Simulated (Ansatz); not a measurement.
# Electron scattering at the Σ3 (111) boundary in fcc Ag, starting shift (0.33, 0), part 2 of 3

Wanted: what the Σ3 (111) boundary in fcc Ag, starting shift (0.33, 0) costs an interconnect.

Ansatz 0.2.0; Ansatz plane-wave DFT, PBE, PAW files; relaxation of a bicrystal slab with its lowest layers held; PAW set soft_1 (the session's first sound run).

So far. Step 2 (Relaxing the bicrystal): The largest force component on a free atom ends at 0.0071 eV/Å, under the tolerance of 0.03, after 8 steps.

**3. Transmission across the boundary**

Bulk layers of each grain are laid under and over the relaxed boundary, and a lead is named in the middle of each, away from the free faces. The mesh across the current, 24×24, is finer than the density's, because channels open and close sharply across the zone. Energies from -0.1 to 0.1 eV in steps of 0.05 eV are too few for the program's thermal sum, so it prints no conductance; for a metal the transmission near the Fermi level serves, at a fraction of the cost.

This step: Ansatz plane-wave DFT, PBE, PAW files; ballistic transport by layer matching (Landauer), zero bias; boundary relaxed in a short slab, bulk layers laid on; PAW set soft_1 (Ansatz 0.2.0).

System of this step: Σ3 (111) boundary in fcc Ag, starting shift (0.33, 0). The cell holds 19 atoms: 19 Ag. Its edges and angles: a = 2.889 Å, b = 2.889 Å, c = 50.748 Å, α = 90.0°, β = 90.0°, γ = 120.0°. It derives from Ag. Regions: lower grain, 8 atoms (8 Ag); boundary, 5 atoms (5 Ag); upper grain, 6 atoms (6 Ag). Vacuum lies along c.

input.yaml

```yaml
crystal:
  lattice:
    - [2.8893797293, 0.0, 0.0]
    - [-1.4446898646, 2.5022762467, 0.0]
    - [0.0, 0.0, 50.7478134393]
  atoms:
    - { symbol: Ag, position: [-3.3333333333, -6.6666666668, 0.07882113] }
    - { symbol: Ag, position: [-3.0, -6.0000000002, 0.1253092151] }
    - { symbol: Ag, position: [-2.6666666667, -5.3333333335, 0.1717973002] }
    - { symbol: Ag, position: [-2.3333333333, -4.6666666668, 0.2182853853] }
    - { symbol: Ag, position: [-2.0, -4.0000000001, 0.2647734704] }
    - { symbol: Ag, position: [-1.6666666667, -3.3333333334, 0.3112615555] }
    - { symbol: Ag, position: [-1.3333333334, -2.6666666668, 0.3577496406] }
    - { symbol: Ag, position: [-1.0, -2.0000000001, 0.4042377257] }
    - { symbol: Ag, position: [0.3333333333, 0.6666666666, 0.4507258108] }
    - { symbol: Ag, position: [0.6737726799, 0.3362388161, 0.4985614202] }
    - { symbol: Ag, position: [0.0131029689, 0.0049174833, 0.546315949] }
    - { symbol: Ag, position: [0.6821017472, 0.3357206929, 0.5944934475] }
    - { symbol: Ag, position: [0.3507225996, 0.6685151784, 0.6422503594] }
    - { symbol: Ag, position: [-0.9826107337, -1.9981514883, 0.6887384445] }
    - { symbol: Ag, position: [-1.3159440671, -2.664818155, 0.7352265296] }
    - { symbol: Ag, position: [-1.6492774004, -3.3314848217, 0.7817146147] }
    - { symbol: Ag, position: [-1.9826107337, -3.9981514884, 0.8282026998] }
    - { symbol: Ag, position: [-2.3159440671, -4.664818155, 0.8746907849] }
    - { symbol: Ag, position: [-2.6492774004, -5.3314848217, 0.92117887] }
kpoints:
  mp_grid: { grid: [10, 10, 1] }
hamiltonian:
  xc: pbe
  pseudopotentials: { kind: paw, azcp: { folder: soft_1 } }
scf:
  occupations: { method: fermi_dirac, width: 0.1 }
output:
  transmission:
    leads: [[5, 6], [14, 15]]
    kmesh: [24, 24]
    e_range: [-0.1, 0.1]
    de: 0.05
  write_potential: true
  write_density: true
  volumetric_format: npy
  elf: true
```

Command:

```console
> ansatz run input.yaml --threads 4 --pin off --max-ram 15360MiB --backend cpu --events-out ev --progress --plain --runs-dir out
```

Numbers of over 12 decimals in the logs are rounded to 6 here.

What it wrote:

```text
[...]
Crystal: 19 atoms, lattice volume = 366.908 Å³
Basis set: ecut = 420 eV, 7153 PW (Γ)
Bands: 217, of which v1, the nominal top of the filled ones, is band 181 counted from 1 (180 counted from 0)
Symmetry: 1 space group operations
[...]
k-points: 52 of 100 (time reversal used)
[...]
SCF iter   1: F=—  HF=-144225.264651 eV  |F-HF|=—  |Δ(HF+E_count)|=         —  Δρ=6.49e-2  dr2=1.77e1  ethr=3.10e-3  ⟨swp⟩=5.0  Hψ=34128  notcnv=0  defer=793
[...]
SCF iter  10: F=-144220.799560 eV  HF=-144220.799560 eV  |F-HF|=6.29e-9  |Δ(HF+E_count)|=   8.50e-9  Δρ=1.87e-6  dr2=1.35e-8  ethr=2.77e-11  ⟨swp⟩=2.1  Hψ=21096  notcnv=0
SCF 1 converged in 10 iterations: F = -144220.799560 eV  dr2 = 1.35e-8
[...]
transmission: 1044 of 10440 steps passed
transmission: 2088 of 10440 steps passed
[...]
transmission: 10440 of 10440 steps passed
WARN: The output density's exchange-correlation potential varies sharply where the density is thin. Do not read a vacuum level from v_tot or v_xc, or from such a field of the output density. On a cell that repeats whose density bears no net charge and no dipole along the vacuum's axis use v_es (v_loc + v_h of the components); under efield.dipole_correction with no amplitude use v_es + v_field, which holds any externa [...]
SCF converged after 10 iterations
Free energy (F): -144220.799560 eV
[...]
Internal energy: -144220.598352 eV  (E = F + TS)
E sigma→0 (E₀):  -144220.698956 eV
Entropy (-TS):   -0.201208 eV (-10.590 meV/atom)
Fermi energy:    14.703802 eV
[...]
--- Band table (eV; the first three rows and the last of 52) ---
  k-point 0: bands = [... 177 lower, 11.6496, 11.6914, 11.6963, 11.7473, 11.7482, 11.7600, 11.7622, 11.8823, ... 32 higher]
  k-point 1: bands = [... 177 lower, 11.6597, 11.7038, 11.7072, 11.7606, 11.7749, 11.9671, 12.2925, 12.6921, ... 32 higher]
  k-point 2: bands = [... 177 lower, 11.7511, 11.7897, 11.8051, 12.0602, 12.4092, 12.8079, 13.2444, 13.7279, ... 32 higher]
  k-point 51: bands = [... 177 lower, 15.3697, 15.5423, 15.6477, 15.7851, 15.8645, 15.9680, 16.0415, 16.1141, ... 32 higher]
--- Transmission ---
  basis      : 61 plane waves across, 36 finite elements along
  points     : 290, standing for a mesh of 24 x 24
  energies   : 5 from -0.100000 to 0.100000 eV about the Fermi level, 0.050000 eV apart; the leads are filled to 0.000000 eV, and channels, transmission and decay are at 0.000000 eV
  crystal 0  : Ag1, at the sites [5, 6], period 2.3592 Å, over 21.23 Å; its Hamiltonian steps by up to 17.8 meV
    offset         : up to 0.0000 Å between an atom of the period and one for which it stands
    channels       : 7.968750e-1 a spin
    conductance    : none, the energies end too early or step too widely for 300 K: set another output.transmission.e_range or a lower de, or, where they end at an eighth of basis.ecutwfc, a higher one
    slowest decay  : 0.0795 /Å at (0.0417, 0.0000)
[...]
channels       : 7.968750e-1 a spin
[...]
slowest decay  : 0.0798 /Å at (0.0417, 0.0000)
  junction   : crystal 0 to crystal 1, 13.92 to 37.79 Å
    transmission   : 7.831750e-1 a spin
[...]
```

Run time: 5.7 min. Hardware: 4 threads of Arm Neoverse V1, shared host; peak memory 4.7 GiB; 22 min of CPU time.

This step gave:

| Property | Result |
| --- | --- |
| free energy | -144220.7996 eV |
| energy at zero smearing | -144220.6990 eV |
| Fermi energy | 14.70 eV |
| cell area | 7.230 Å² |
| transmission per spin nearest the Fermi level | 0.7832 |
| open channels per spin nearest the Fermi level | 0.7969 |
| open channels per spin, upper lead | 0.7969 |
| step of the lead's potential | 17.8 meV |
| step of the upper lead's potential | 37.5 meV |

Per spin. Table of transmission, zone mean by energy, zero at the Fermi level:

```csv
energy (eV),"transmission, zone mean"
-0.1000,0.778
-0.0500,0.782
0.0000,0.783
0.0500,0.779
0.1000,0.778
```

Per spin. The open channels, zone mean, lead = upper lead stays at 0.797 for energy from -0.1 to 0.1 eV.

Transmission over k1 and k2. At 0.0000 eV from the Fermi level.

Ten even steps from '_' (0.00) to '@' (1.00):
```
**@@@@@@@@@@@@@@@@@@@@@@@@##____________________
@@@@@@@@@@@@@@@@@@@@@@@@@@@@@@__________________
@@@@@@@@@@@@@@@@@@@@@@@@@@@@@@@@________________
@@@@@@@@@@@@@@@@@@@@@@@@@@@@@@@@@@______________
@@@@@@@@@@@@@@@@@@@@@@@@@@@@@@@@@@@@____________
@@@@@@@@@@@@@@@@@@@@@@@@@@@@@@@@@@@@@@__________
@@@@@@@@@@@@@@@@@@@@@@@@@@@@@@@@@@@@@@@@________
@@@@@@@@@@@@@@@@@@@@@@@@@@@@@@@@@@@@@@@@@@______
@@@@@@@@@@@@@@@@@@@@@@@@@@@@@@@@@@@@@@@@@@@@____
@@@@@@@@@@@@@@@@@@@@@@%%@@@@@@@@@@@@@@@@@@@@@@__
**@@@@@@@@@@@@@@@@@@%%____%%@@@@@@@@@@@@@@@@@@**
++@@@@@@@@@@@@@@@@@@@@______@@@@@@@@@@@@@@@@@@@@
****@@@@@@@@@@@@@@@@@@%%____%%@@@@@@@@@@@@@@@@@@
@@__@@@@@@@@@@@@@@@@@@@@@@%%@@@@@@@@@@@@@@@@@@@@
@@____@@@@@@@@@@@@@@@@@@@@@@@@@@@@@@@@@@@@@@@@@@
@@______@@@@@@@@@@@@@@@@@@@@@@@@@@@@@@@@@@@@@@@@
@@________@@@@@@@@@@@@@@@@@@@@@@@@@@@@@@@@@@@@@@
@@__________@@@@@@@@@@@@@@@@@@@@@@@@@@@@@@@@@@@@
@@____________@@@@@@@@@@@@@@@@@@@@@@@@@@@@@@@@@@
@@______________@@@@@@@@@@@@@@@@@@@@@@@@@@@@@@@@
@@________________@@@@@@@@@@@@@@@@@@@@@@@@@@@@@@
@@__________________@@@@@@@@@@@@@@@@@@@@@@@@@@@@
**____________________##@@@@@@@@@@@@@@@@@@@@@@@@
++**@@@@@@@@@@@@@@@@@@##**##@@@@@@@@@@@@@@@@@@**
```
Columns: k1 (b1) from -0.5 to 0.458; rows upwards: k2 (b2) from -0.5 to 0.458.

Open channels over k1 and k2. At 0.0000 eV from the Fermi level.

Ten even steps from '0' (0.00) to '9' (1.00):
```
999999999999990000000000
999999999999999000000000
999999999999999900000000
999999999999999990000000
999999999999999999000000
999999999999999999900000
999999999999999999990000
999999999999999999999000
999999999999999999999900
999999999999999999999990
999999999990099999999999
999999999990009999999999
999999999999009999999999
909999999999999999999999
900999999999999999999999
900099999999999999999999
900009999999999999999999
900000999999999999999999
900000099999999999999999
900000009999999999999999
900000000999999999999999
900000000099999999999999
900000000009999999999999
999999999999999999999999
```
Columns: k1 (b1) from -0.5 to 0.458; rows upwards: k2 (b2) from -0.5 to 0.458.

ELF in the ca plane at fractional y = 0.333, with atoms of Ag within 0.2 Å of it. It is the smooth field of the valence electrons, not physical close to the nuclei.

Values, 5 rows by 16 columns, each cell a mean:
```
0.18 0.19 0.45 0.33 0.18 0.17 0.17 0.18 0.19 0.45 0.33 0.18 0.18 0.13 0.04 0.00
0.18 0.21 0.63 0.43 0.19 0.17 0.17 0.18 0.22 0.63 0.43 0.19 0.19 0.14 0.04 0.00
0.19 0.18 0.41 0.30 0.18 0.18 0.17 0.19 0.18 0.41 0.30 0.18 0.19 0.13 0.04 0.00
0.31 0.18 0.19 0.18 0.23 0.27 0.18 0.31 0.18 0.19 0.17 0.23 0.28 0.14 0.04 0.00
0.30 0.18 0.21 0.19 0.22 0.26 0.18 0.29 0.18 0.21 0.18 0.22 0.27 0.14 0.04 0.00
```
Columns run along c (16.0 Å, from fractional 0.68 to 1.00 of the cell), rows up along a (2.9 Å). Atoms in or near the plane, at fractional coordinates: Ag at (0.74, 0.68), Ag at (0.87, 0.68).

Electrostatic potential energy in the ca plane at fractional y = 0.333, with atoms of Ag within 0.2 Å of it. With pseudopotentials it is smooth inside the atoms' cores, unlike the true potential.

Values in eV, 5 rows by 16 columns, each cell a mean:
```
14 14 -9 -1 15 15 17 14 13 -9 -1 15 15 18 19 19
16 12 -2 -4 16 17 18 17 12 -2 -4 16 17 19 19 19
12 14 -7  1 14 13 16 13 14 -7  1 14 14 18 19 19
-2 14 13 15  8  3 13 -1 14 13 15  8  3 17 19 19
 0 14 10 13  9  4 13  1 14 10 13  9  4 17 19 19
```
Columns run along c (16.0 Å, from fractional 0.68 to 1.00 of the cell; values clipped at the 3rd and 97th percentile), rows up along a (2.9 Å). Atoms in or near the plane, at fractional coordinates: Ag at (0.74, 0.68), Ag at (0.87, 0.68).

Valence density in the ca plane at fractional y = 0.333, with atoms of Ag within 0.2 Å of it. It is the smooth field of the valence electrons, not physical close to the nuclei.

Values in e/Å³, 5 rows by 16 columns, each cell a mean:
```
 0  0  5  2  0  0  0  0  0  5  2  0  0  0  0  0
 0  0 13  6  0  0  0  0  0 13  6  0  0  0  0  0
 0  0  4  2  0  0  0  0  0  4  2  0  0  0  0  0
 1  0  0  0  1  1  0  1  0  0  0  1  1  0  0  0
 1  0  0  0  0  1  0  1  0  0  0  0  1  0  0  0
```
Columns run along c (16.0 Å, from fractional 0.68 to 1.00 of the cell), rows up along a (2.9 Å). Atoms in or near the plane, at fractional coordinates: Ag at (0.74, 0.68), Ag at (0.87, 0.68).

Over the solved energies the transmission per spin lies between 0.778 and 0.783, out of 0.797 channels of the lead on average (up to 0.797). The log calls the step of a lead's potential too much.

**4. Specific resistance**

This step: Ansatz plane-wave DFT, PBE, PAW files; ballistic transport by layer matching (Landauer), zero bias; specific resistance of the boundary; PAW set soft_1 (Ansatz 0.2.0).

Numbers from this step:

| Quantity | Value |
| --- | --- |
| area resistance | 0.02512 fΩ m² |
| T over the leads' mean channel count | 0.9790 |

Averaged over the energies near the Fermi level, 97.9 % of the channels pass, which makes 0.0251 fΩ m².

By hand, with T and the leads' channels N averaged over the energies near the Fermi level: RA = A (h/2e²)(1/T − ½[1/N₁ + 1/N₂]) = 7.230×10⁻²⁰ m² × 12 906 Ω × (1/0.7801 − ½[1/0.7969 + 1/0.7969]) = 0.0251 fΩ m².

(Part 2 of 3 ends here.)

[Logs are printed without paths, hosts, clocks, repeated set-up lines and the standing remarks that a program may print on its own settings, such as how far it seeks lower states.]

[Hosts, paths, dates, database ids (printed as entryN), source tags and the programs' standing remarks are cut or masked in the printed files.]
